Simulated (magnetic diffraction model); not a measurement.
# Which magnetic order? CeTi4Si3

Space group Cmcm (no. 63), a = 13.3600 Å, b = 7.8080 Å, c = 5.3480 Å.

| site | atom | x | y | z |
| --- | --- | --- | --- | --- |
| 4c | Ce | 1/2 | 0.7603 | 1/4 |
| 8g | Ti | 0.6273 | 0.3679 | 1/4 |
| 8e | Ti | 0.6681 | 0 | 1/2 |
| 8g | Si | 0.3104 | 0.6925 | 1/4 |
| 4c | Si | 1/2 | 0.1172 | 1/4 |

The compound is invented for this exercise: a known structure type with other elements, its cell scaled to their sizes and not relaxed.

Only Ce is taken to order (form factors of Ce3+); orders and moment sizes are assumed, and not adapted to the symmetry. Radiation: neutrons of λ = 2.567 Å, 3° to 70°; isotropic B of 0.58 Å² (Ce), 0.69 Å² (Ti) and 0.81 Å² (Si). Simulated constant-wavelength pattern: nuclear and magnetic terms add, the magnetic one as |2.695 fm × Σ f S⊥ exp(2πi Q·r) exp(−B s²)|², summed over all Q at one angle with the factor 1/(sin²θ cos θ). For collinear order S is the moment m, which repeats by lattice and centring translations R with the sign exp(−2πi k·R). Free-ion form factors, Sears's scattering lengths of 1992, no absorption; a label names one of the reflections at its angle. The strongest nuclear line in the range is 100, and lines under 0.2 are left out.

Above the ordering temperature:

```csv
2θ (°),index,I
21.95,(1 1 0),8.1
22.16,(2 0 0),38.7
35.68,(1 1 1),98.5
38.39,(0 2 0),85.5
38.76,(3 1 0),53.1
44.77,(2 2 0),6.0
45.20,(4 0 0),84.9
48.04,(0 2 1),100.0
48.35,(3 1 1),59.9
53.50,(2 2 1),0.3
57.37,(0 0 2),44.0
60.32,(1 3 0),16.9
60.76,(4 2 0),1.2
61.02,(5 1 0),10.1
62.18,(1 1 2),41.2
67.67,(1 3 1),19.9
68.08,(4 2 1),4.3
68.33,(5 1 1),16.6
```

Below it (cell unchanged):

```csv
2θ (°),I
21.95,8.1
22.16,38.7
26.01,10.4
26.19,5.2
35.68,98.5
38.39,85.5
38.76,53.1
40.97,2.5
41.32,4.9
44.77,6.0
45.20,84.9
47.06,3.8
47.48,1.9
48.04,100.0
48.06,0.9
48.17,0.5
48.35,59.9
53.50,0.3
57.37,44.0
58.36,0.6
58.62,1.2
60.32,16.9
60.76,1.2
61.02,10.1
62.18,41.2
62.20,2.2
62.63,2.2
62.89,2.2
63.20,1.2
63.55,0.6
67.67,19.9
68.08,4.3
68.33,16.6
```

**Question.** Find the propagation vector, then choose among these models:
A. collinear moments along [101], 1.3 μB on Ce; signs + at (1/2, 0.7603, 1/4), + at (1/2, 0.2397, 3/4)
B. collinear moments along [101], 1.3 μB on Ce; signs + at (1/2, 0.7603, 1/4), − at (1/2, 0.2397, 3/4)
C. collinear moments along [001], 1.3 μB on Ce; signs + at (1/2, 0.7603, 1/4), + at (1/2, 0.2397, 3/4)
D. collinear moments along [001], 1.3 μB on Ce; signs + at (1/2, 0.7603, 1/4), − at (1/2, 0.2397, 3/4)

The new lines index as (1 1 1/2) at 26.01°, (2 0 1/2) at 26.19°, (0 2 1/2) at 40.97° and (3 1 1/2) at 41.32°, that is as H ± k with k = (0 0 1/2). Half indices mean that the moments reverse under translations with k·R a half-integer, and the magnetic cell has twice the primitive volume.

Magnetic intensity, observed (below minus above) and for each model:

| 2θ (°) | index | observed | A | B | C | D |
| --- | --- | --- | --- | --- | --- | --- |
| 13.78 | (0 0 1/2) | <0.2 | 11.3 | 11.3 | <0.2 | <0.2 |
| 26.01 | (1 1 1/2) | 10.4 | 11.7 | 11.7 | 10.4 | 10.4 |
| 26.19 | (2 0 1/2) | 5.2 | 2.4 | 2.4 | 5.2 | 5.2 |
| 41.32 | (3 1 1/2) | 4.9 | 2.3 | 2.3 | 4.9 | 4.9 |
| 42.20 | (0 0 3/2) | <0.2 | 1.1 | 1.1 | <0.2 | <0.2 |
| 47.48 | (4 0 1/2) | 1.9 | 0.4 | 0.4 | 1.9 | 1.9 |
| 48.06 | (1 1 3/2) | 0.9 | 3.4 | 3.4 | 0.9 | 0.9 |
| 62.89 | (5 1 1/2) | 2.2 | 0.6 | 0.6 | 2.2 | 2.2 |

Models C and D match alike on every line, so these data can't choose among them (such ties are often domains of one structure).

The absence at (0 0 1/2) is telling: Q lies along the moments there, so the part normal to Q vanishes.

The structure used: k = (0 0 1/2), collinear moments along [001], 1.3 μB on Ce; signs + at (1/2, 0.7603, 1/4), − at (1/2, 0.2397, 3/4).

[Logs are printed without paths, hosts, clocks, repeated set-up lines and the standing remarks that a program may print on its own settings, such as how far it seeks lower states.]
